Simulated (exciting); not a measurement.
# Electron–core-hole interaction in the Ag L₃ spectrum of LuAgO2

How far do the exchange and direct terms reshape the Ag L₃ edge of LuAgO2?

Program: exciting sodium. Level of theory: X-ray absorption, core-level Bethe-Salpeter equation, exchange and statically screened direct term, Tamm-Dancoff, all-electron LAPW+lo LDA. Results are calculated unless marked as measured.

Report form: the programs' logs are mostly left out.

### 1. Starting point

Symmetry: R-3m, No. 166, trigonal system. The conventional cell has a = 3.374 Å, b = 3.374 Å, c = 18.590 Å, α = 90.00°, β = 90.00°, γ = 120.00°. Lu has 6 O at 2.20 Å nearest. Nearest to Ag lie 2 O at 2.07 Å. O has 1 Ag at 2.07 Å and 3 Lu at 2.20 Å nearest. Farther neighbours and most contacts between anions are not listed.

Structure file:

```xyz
4
Lattice="1.6868 0.9739 6.1966 -1.6868 0.9739 6.1966 0.0000 -1.9478 6.1966" Properties=species:S:1:pos:R:3 pbc="T T T"
Lu    0.0000    0.0000    9.2949
Ag    0.0000    0.0000    0.0000
O     0.0000    0.0000    2.0653
O     0.0000    0.0000   16.5246
```

Differences between curves are given as r.m.s. difference over r.m.s. height.

### 2. Ground state

The species files are the program's own, with muffin-tin radii set in the input.

The input, input.xml:

```
<input>
  <title>LuAgO2</title>
  <structure speciespath="." autormt="false" epslat="1.0e-5">
    <crystal>
      <basevect>3.1875940742 1.8403582969 11.7099353887</basevect>
      <basevect>-3.1875940742 1.8403582969 11.7099353887</basevect>
      <basevect>0.0000000000 -3.6807165936 11.7099353887</basevect>
    </crystal>
    <species speciesfile="Lu.xml" rmt="2.300">
      <atom coord="0.5000000000 0.5000000000 0.5000000000"/>
    </species>
    <species speciesfile="Ag.xml" rmt="2.195">
      <atom coord="0.0000000000 0.0000000000 0.0000000000"/>
    </species>
    <species speciesfile="O.xml" rmt="1.591">
      <atom coord="0.1111002600 0.1111002600 0.1111002600"/>
      <atom coord="0.8888997400 0.8888997400 0.8888997400"/>
    </species>
  </structure>
  <groundstate do="fromscratch" xctype="LDA_PW" ngridk="4 4 4" rgkmax="7" gmaxvr="14" nempty="8" swidth="0.001" maxscl="100" epsengy="1e-5"/>
</input>
```

Command:

```sh
$ OMP_NUM_THREADS=1 mpirun -n 2 exciting
```

Wall time 1.7 min (2 MPI ranks of Arm Neoverse V1, shared host).

The warnings file holds hints only, no warning.

The mesh shows a gap of 2.08 eV. Core levels (Dirac, from the valence top):

| atom | level | energy (eV) |
| --- | --- | --- |
| Ag | 2s1/2 | -3718.2 |
| Ag | 2p1/2 | -3457.1 |
| Ag | 2p3/2 | -3282.1 |
| Ag | 3s1/2 | -677.3 |
| Ag | 3p1/2 | -573.3 |
| Ag | 3p3/2 | -542.4 |
| Ag | 3d3/2 | -357.6 |
| Ag | 3d5/2 | -351.4 |

### 3. A richer basis for the empty states

Each species file gets more local orbitals, built from u and its energy derivative at 0.15 Ha and u at 0.9 Ha.

input.xml is that of step 2.

The input, SPECIES.xml, added lines:

```
<lo l="L">  <!-- L = 0, 1, 2, and 3 from Cs on -->
  <wf matchingOrder="0" trialEnergy="0.1500" searchE="false"/>
  <wf matchingOrder="1" trialEnergy="0.1500" searchE="false"/>
  <wf matchingOrder="0" trialEnergy="0.9000" searchE="false"/>
</lo>
```

Command:

```sh
$ OMP_NUM_THREADS=1 mpirun -n 2 exciting
```

The job ended after 1.9 min (2 MPI ranks).

Against the first ground state the total energy moves by -11 meV an atom and the gap by 0.00 eV.

### 4. Screening, kernels and BSE for Ag atom 2

The absorber has 2 O at 2.07 Å (linear, site symmetry -3m).

Edit input.xml of step 3 so:

```diff
@@ -19,3 +19,19 @@
   </structure>
-  <groundstate do="fromscratch" xctype="LDA_PW" ngridk="4 4 4" rgkmax="7" gmaxvr="14" nempty="8" swidth="0.001" maxscl="100" epsengy="1e-5"/>
+  <groundstate do="skip" xctype="LDA_PW" ngridk="4 4 4" rgkmax="7" gmaxvr="14" nempty="8" swidth="0.001" maxscl="100" epsengy="1e-5"/>
+  <xs xstype="BSE" ngridk="3 3 3" ngridq="3 3 3" vkloff="0.097 0.273 0.493" rgkmax="7" nempty="32" gqmax="3" lmaxapwwf="5" lmaxemat="3" broad="0.04410" tevout="true">
+    <energywindow intv="120.247 121.864" points="439"/>
+    <screening screentype="full" nempty="52"/>
+    <BSE xas="true" xasspecies="2" xasatom="1" xasedge="L3" bsetype="singlet" nstlxas="1 28"/>
+    <qpointset>
+      <qpoint>0 0 0</qpoint>
+    </qpointset>
+    <plan>
+      <doonly task="xsgeneigvec"/>
+      <doonly task="writepmatxs"/>
+      <doonly task="scrgeneigvec"/>
+      <doonly task="scrwritepmat"/>
+      <doonly task="screen"/>
+      <doonly task="scrcoulint"/>
+    </plan>
+  </xs>
 </input>
```

The input, input.xml for the exchange start (cutoff and plan only):

```
  gqmax="2"
  <plan>
    <doonly task="exccoulint"/>
  </plan>
```

The input, input.xml for the last start (plan only):

```
  <plan>
    <doonly task="bse"/>
  </plan>
```

Command:

```sh
$ OMP_NUM_THREADS=1 mpirun -n 2 exciting
$ OMP_NUM_THREADS=1 mpirun -n 2 exciting
$ OMP_NUM_THREADS=2 exciting
```

The job ended after 26 min (2 MPI ranks).

Wall time by task: xsgeneigvec 18 s, writepmatxs 10 s, scrgeneigvec 13 s, scrwritepmat 5.1 s, screen 8.3 min, scrcoulint 11 min, exccoulint 5.1 min, bse 29 s.

The Ag L₃ spectrum of Ag atom 2 (energy from the Kohn–Sham onset, core level to the lowest empty state found on the meshes used, 3284.08 eV; the ground-state mesh sets it, and the shifted mesh has its lowest transition 0.35 eV above it; Im ε scaled to the maximum of the singlet run; cut below the end of the band set):

| E (eV) | isotropic | ε ⊥ c | ε ∥ c |
| --- | --- | --- | --- |
| -11.0 | 0.03 | 0.03 | 0.03 |
| -10.5 | 0.03 | 0.03 | 0.03 |
| -10.0 | 0.03 | 0.03 | 0.04 |
| -9.5 | 0.04 | 0.03 | 0.04 |
| -9.0 | 0.04 | 0.04 | 0.04 |
| -8.5 | 0.04 | 0.04 | 0.05 |
| -8.0 | 0.05 | 0.04 | 0.05 |
| -7.5 | 0.05 | 0.05 | 0.06 |
| -7.0 | 0.06 | 0.06 | 0.07 |
| -6.5 | 0.07 | 0.06 | 0.08 |
| -6.0 | 0.08 | 0.07 | 0.10 |
| -5.5 | 0.10 | 0.09 | 0.12 |
| -5.0 | 0.11 | 0.10 | 0.14 |
| -4.5 | 0.14 | 0.12 | 0.18 |
| -4.0 | 0.18 | 0.15 | 0.23 |
| -3.5 | 0.23 | 0.20 | 0.31 |
| -3.0 | 0.32 | 0.27 | 0.43 |
| -2.5 | 0.46 | 0.37 | 0.62 |
| -2.0 | 0.67 | 0.54 | 0.93 |
| -1.5 | 0.91 | 0.73 | 1.27 |
| -1.0 | 0.99 | 0.81 | 1.37 |
| -0.5 | 0.86 | 0.73 | 1.11 |
| 0.0 | 0.70 | 0.65 | 0.81 |
| 0.5 | 0.61 | 0.61 | 0.60 |
| 1.0 | 0.56 | 0.60 | 0.49 |
| 1.5 | 0.56 | 0.62 | 0.44 |
| 2.0 | 0.60 | 0.68 | 0.43 |
| 2.5 | 0.66 | 0.77 | 0.45 |
| 3.0 | 0.67 | 0.78 | 0.45 |
| 3.5 | 0.64 | 0.74 | 0.43 |
| 4.0 | 0.61 | 0.71 | 0.42 |
| 4.5 | 0.60 | 0.69 | 0.41 |
| 5.0 | 0.58 | 0.67 | 0.40 |
| 5.5 | 0.55 | 0.64 | 0.38 |
| 6.0 | 0.54 | 0.61 | 0.38 |
| 6.5 | 0.54 | 0.62 | 0.39 |
| 7.0 | 0.57 | 0.65 | 0.42 |
| 7.5 | 0.60 | 0.68 | 0.45 |
| 8.0 | 0.62 | 0.67 | 0.50 |
| 8.5 | 0.61 | 0.64 | 0.54 |
| 9.0 | 0.59 | 0.61 | 0.54 |
| 9.5 | 0.56 | 0.58 | 0.51 |
| 10.0 | 0.53 | 0.56 | 0.48 |
| 10.5 | 0.52 | 0.55 | 0.46 |
| 11.0 | 0.53 | 0.56 | 0.47 |
| 11.5 | 0.55 | 0.58 | 0.49 |
| 12.0 | 0.58 | 0.60 | 0.52 |
| 12.5 | 0.61 | 0.64 | 0.55 |
| 13.0 | 0.65 | 0.68 | 0.57 |
| 13.5 | 0.68 | 0.72 | 0.60 |
| 14.0 | 0.72 | 0.76 | 0.63 |
| 14.5 | 0.78 | 0.83 | 0.69 |
| 15.0 | 0.84 | 0.89 | 0.74 |
| 15.5 | 0.86 | 0.91 | 0.76 |
| 16.0 | 0.87 | 0.92 | 0.76 |
| 16.5 | 0.89 | 0.95 | 0.77 |
| 17.0 | 0.91 | 0.97 | 0.79 |
| 17.5 | 0.90 | 0.96 | 0.79 |
| 18.0 | 0.87 | 0.91 | 0.78 |
| 18.5 | 0.83 | 0.86 | 0.78 |
| 19.0 | 0.81 | 0.82 | 0.77 |
| 19.5 | 0.80 | 0.80 | 0.79 |
| 20.0 | 0.80 | 0.79 | 0.82 |
| 20.5 | 0.80 | 0.77 | 0.87 |
| 21.0 | 0.80 | 0.75 | 0.91 |
| 21.5 | 0.79 | 0.73 | 0.92 |
| 22.0 | 0.74 | 0.67 | 0.87 |
| 22.5 | 0.65 | 0.59 | 0.77 |
| 23.0 | 0.56 | 0.51 | 0.67 |
| 23.5 | 0.50 | 0.46 | 0.59 |

Maxima (height): -1.1 eV (1.00), 2.8 eV (0.67), 8.1 eV (0.62) and 17.2 eV (0.91).

The Hamiltonian has 3024 rows. The lowest groups of eigenvalues and the brightest ones, on the scale above (the program counts from the shifted mesh's onset, 0.35 eV higher). Core spinors bring spin-forbidden partners, so dark means forbidden by spin or by symmetry, and the shifted mesh splits states that symmetry would keep together:

| energy (eV) | states within 10 meV | relative strength |
| --- | --- | --- |
| -1.153 | 4 | 1.00 |
| -0.173 | 4 | 0.0081 |
| -0.119 | 4 | 1.5e-4 |
| -0.054 | 4 | 0.015 |
| 0.185 | 4 | 0.0054 |
| 0.241 | 4 | 0.0079 |
| 2.499 | 4 | 0.10 |
| 3.057 | 4 | 0.055 |
| 14.737 | 8 | 0.084 |
| 15.505 | 4 | 0.048 |
| 16.748 | 4 | 0.074 |
| 17.027 | 4 | 0.048 |

### 5. Independent particles

Edit input.xml of step 4 so:

```diff
@@ -23,3 +23,3 @@
     <screening screentype="full" nempty="52"/>
-    <BSE xas="true" xasspecies="2" xasatom="1" xasedge="L3" bsetype="singlet" nstlxas="1 28"/>
+    <BSE xas="true" xasspecies="2" xasatom="1" xasedge="L3" bsetype="IP" nstlxas="1 28"/>
     <qpointset>
@@ -28,8 +28,3 @@
     <plan>
-      <doonly task="xsgeneigvec"/>
-      <doonly task="writepmatxs"/>
-      <doonly task="scrgeneigvec"/>
-      <doonly task="scrwritepmat"/>
-      <doonly task="screen"/>
-      <doonly task="scrcoulint"/>
+      <doonly task="bse"/>
     </plan>
```

Command:

```sh
$ OMP_NUM_THREADS=2 exciting
```

Elapsed: 4.5 s, on 2 threads.

Maxima (height): 1.0 eV (0.89), 3.6 eV (0.63), 8.9 eV (0.56), 18.4 eV (0.93) and 22.4 eV (1.05). The spectrum differs from the singlet run by 34 % r.m.s. Moving the earlier curve by +2.2 eV leaves 13 %. The highest maximum lies at 22.4 eV (1.05), against -1.1 eV (1.00).

### 6. Exchange alone

Edit input.xml of step 5 so:

```diff
@@ -23,3 +23,3 @@
     <screening screentype="full" nempty="52"/>
-    <BSE xas="true" xasspecies="2" xasatom="1" xasedge="L3" bsetype="IP" nstlxas="1 28"/>
+    <BSE xas="true" xasspecies="2" xasatom="1" xasedge="L3" bsetype="RPA" nstlxas="1 28"/>
     <qpointset>
```

Command:

```sh
$ OMP_NUM_THREADS=2 exciting
```

The job ended after 30 s (2 threads).

Maxima (height): 1.0 eV (0.89), 3.6 eV (0.63), 8.9 eV (0.56), 18.4 eV (0.93) and 22.4 eV (1.05). The spectrum is that of the independent-particle run within 1 %.

### 7. Direct term alone

Edit input.xml of step 6 so:

```diff
@@ -23,3 +23,3 @@
     <screening screentype="full" nempty="52"/>
-    <BSE xas="true" xasspecies="2" xasatom="1" xasedge="L3" bsetype="RPA" nstlxas="1 28"/>
+    <BSE xas="true" xasspecies="2" xasatom="1" xasedge="L3" bsetype="triplet" nstlxas="1 28"/>
     <qpointset>
```

Command:

```sh
$ OMP_NUM_THREADS=2 exciting
```

It took 32 s on 2 threads.

Maxima (height): -1.1 eV (1.00), 2.8 eV (0.67), 8.1 eV (0.62) and 17.2 eV (0.91). The spectrum is that of the singlet run within 1 %.

### 8. The levels of theory side by side

| level | curve passes 0.15 (eV) | highest maximum (eV) | its height |
| --- | --- | --- | --- |
| IP | -2.1 | 22.4 | 1.05 |
| RPA | -2.1 | 22.4 | 1.05 |
| direct only | -4.3 | -1.1 | 1.00 |
| singlet | -4.3 | -1.1 | 1.00 |

| E (eV) | IP | RPA | direct only | singlet |
| --- | --- | --- | --- | --- |
| -11.0 | 0.02 | 0.02 | 0.03 | 0.03 |
| -10.0 | 0.02 | 0.02 | 0.03 | 0.03 |
| -9.0 | 0.03 | 0.03 | 0.04 | 0.04 |
| -8.0 | 0.03 | 0.03 | 0.05 | 0.05 |
| -7.0 | 0.04 | 0.04 | 0.06 | 0.06 |
| -6.0 | 0.04 | 0.04 | 0.08 | 0.08 |
| -5.0 | 0.06 | 0.06 | 0.11 | 0.11 |
| -4.0 | 0.07 | 0.07 | 0.18 | 0.18 |
| -3.0 | 0.10 | 0.10 | 0.32 | 0.32 |
| -2.0 | 0.16 | 0.16 | 0.67 | 0.67 |
| -1.0 | 0.28 | 0.28 | 0.99 | 0.99 |
| 0.0 | 0.56 | 0.56 | 0.70 | 0.70 |
| 1.0 | 0.89 | 0.89 | 0.56 | 0.56 |
| 2.0 | 0.71 | 0.71 | 0.60 | 0.60 |
| 3.0 | 0.62 | 0.62 | 0.67 | 0.67 |
| 4.0 | 0.62 | 0.62 | 0.61 | 0.61 |
| 5.0 | 0.57 | 0.57 | 0.58 | 0.58 |
| 6.0 | 0.54 | 0.54 | 0.54 | 0.54 |
| 7.0 | 0.50 | 0.50 | 0.57 | 0.57 |
| 8.0 | 0.53 | 0.53 | 0.62 | 0.62 |
| 9.0 | 0.56 | 0.56 | 0.59 | 0.59 |
| 10.0 | 0.52 | 0.52 | 0.53 | 0.53 |
| 11.0 | 0.48 | 0.48 | 0.53 | 0.53 |
| 12.0 | 0.47 | 0.47 | 0.58 | 0.58 |
| 13.0 | 0.50 | 0.50 | 0.65 | 0.65 |
| 14.0 | 0.54 | 0.54 | 0.72 | 0.72 |
| 15.0 | 0.62 | 0.62 | 0.84 | 0.84 |
| 16.0 | 0.75 | 0.75 | 0.87 | 0.87 |
| 17.0 | 0.84 | 0.84 | 0.91 | 0.91 |
| 18.0 | 0.92 | 0.92 | 0.87 | 0.87 |
| 19.0 | 0.92 | 0.92 | 0.81 | 0.81 |
| 20.0 | 0.93 | 0.93 | 0.80 | 0.80 |
| 21.0 | 0.96 | 0.96 | 0.80 | 0.80 |
| 22.0 | 1.03 | 1.03 | 0.74 | 0.74 |
| 23.0 | 1.00 | 1.00 | 0.56 | 0.56 |

### 9. What came out

```yaml
absorber_and_edge: Ag L₃, atom 2
surroundings: 2 O at 2.07 Å (linear, site symmetry -3m)
first_bright_state: -1.15 eV from the Kohn–Sham onset, on this mesh
highest_maximum: -1.1 eV
cost_of_the_bse_run: 26 min on 2 MPI ranks of Arm Neoverse V1, shared host; the last task ran on as many threads
```

What this shows: Is a core exciton bound? Yes on this mesh: the first bright state (over 5 % of the brightest) lies at -1.15 eV from the Kohn–Sham onset and at -1.50 eV from the lowest bare transition of its own mesh. Exchange alone changes the independent-particle spectrum by 0.0 % r.m.s. Leaving exchange out of the full kernel changes the spectrum by 0.0 % r.m.s. With 27 k points the binding energies are rough, and fine structure above the first lines is partly noise of the mesh. Exchange and the short-range direct term aren't converged in the kernel cutoff. The zero comes from the unshifted 4×4×4 ground-state mesh; it is exact only where the band minimum lies on that mesh. The conduction states carry no spin here, so the exchange coupling to the spinor core hole is only partly held. This core level is treated alone, with no coupling to its spin–orbit partner. The Kohn–Sham onset, 3284 eV, is no photon energy (tabulated edge of the element: 3351 eV): the scale needs a rigid shift. No quasiparticle correction widens the gap or stretches the bands. Vibrations and energy-dependent lifetimes are left out. The structure is a Materials Project entry, computed there, and may be a hypothetical form.

[Logs are printed without paths, hosts, clocks, repeated set-up lines and the standing remarks that a program may print on its own settings, such as how far it seeks lower states.]

[Hosts, paths, dates, database ids (printed as entryN), source tags and the programs' standing remarks are cut or masked in the printed files.]
